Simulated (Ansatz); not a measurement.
**SiO2 (C2): refractive index against wavelength**

The refractive index of SiO2 (C2) along x below the direct gap (6.30 eV on the mesh) is read from one computed spectrum, n = √(Re ε). x, y and z are the Cartesian axes of the input cell.

The structure is monoclinic, space group C2 (No. 5). The conventional cell has a = 8.515 Å, b = 4.917 Å, c = 5.407 Å, α = 90.00°, β = 90.00°, γ = 90.00°. Si on site c is surrounded by 4 O at 1.60 to 1.62 Å. Around Si on site b lie 4 O at 1.61 Å. O on site c has 2 Si at 1.61 to 1.62 Å as nearest neighbours. O on site c is surrounded by 2 Si at 1.60 to 1.61 Å. Around O on site c lie 2 Si at 1.61 Å.

Method: Ansatz 0.2.0, PBE, independent particles, k-mesh 6×6×4 with interpolation inside its cells, Gaussian parameter 0.1 eV.

Launch of the response step: `ansatz run input.yaml --threads 4 --pin off --max-ram 8192MiB --backend cpu --events-out ev --progress --plain --runs-dir out`. The run took 35 s, on 4 threads of Intel(R) Xeon(R) Platinum 8488C (Sapphire Rapids), with other jobs on the host.

| wavelength (nm) | photon energy E (eV) | n |
| --- | --- | --- |
| 700 | 1.771 | 1.6098 |
| 633 | 1.959 | 1.6119 |
| 532 | 2.331 | 1.6170 |
| 450 | 2.755 | 1.6241 |
| 405 | 3.061 | 1.6301 |
| 365 | 3.397 | 1.6377 |
| 308 | 4.025 | ? |

In the single-oscillator model n² − 1 = E₀E_d/(E₀² − E²), so 1/(n² − 1) = E₀/E_d − E²/(E₀E_d) is linear in E².

Working, on the rows shown:

| x = E² (eV²) | y = 1/(n² − 1) |
| --- | --- |
| 3.13716 | 0.628355 |
| 3.83641 | 0.625695 |
| 5.43137 | 0.619314 |
| 7.59115 | 0.610612 |
| 9.37179 | 0.603418 |
| 11.5384 | 0.594509 |

Means: x̄ = 6.8177, ȳ = 0.61365. Σ(x − x̄)(y − ȳ) = -0.2167, Σ(x − x̄)² = 53.76. Slope = -0.2167 / 53.76 = -0.004031; intercept = ȳ − slope · x̄ = 0.64113. Turned back into n, the line misses the rows shown by at most 0.0001.

**Question.** What does the fit predict for the withheld row, and how well does it do?

**Answer.** At x = 16.204 the line gives y = 0.57581, that is 1.6543. The run gave 1.6550, so the extrapolation is off by 0.00071, 1.6 % of the range in the table.

Refitted with all rows, the slope is -0.00408 and the intercept 0.64142. These give E₀ = √(intercept/−slope) = 12.54 eV and E_d = E₀/intercept = 19.5 eV; E₀ is 2.0 times the direct gap. The electronic limit at long wavelengths, without lattice vibrations, is n = √(1 + 1/intercept) = 1.600. Excitons are left out and so are local fields; PBE gaps are as a rule too small.
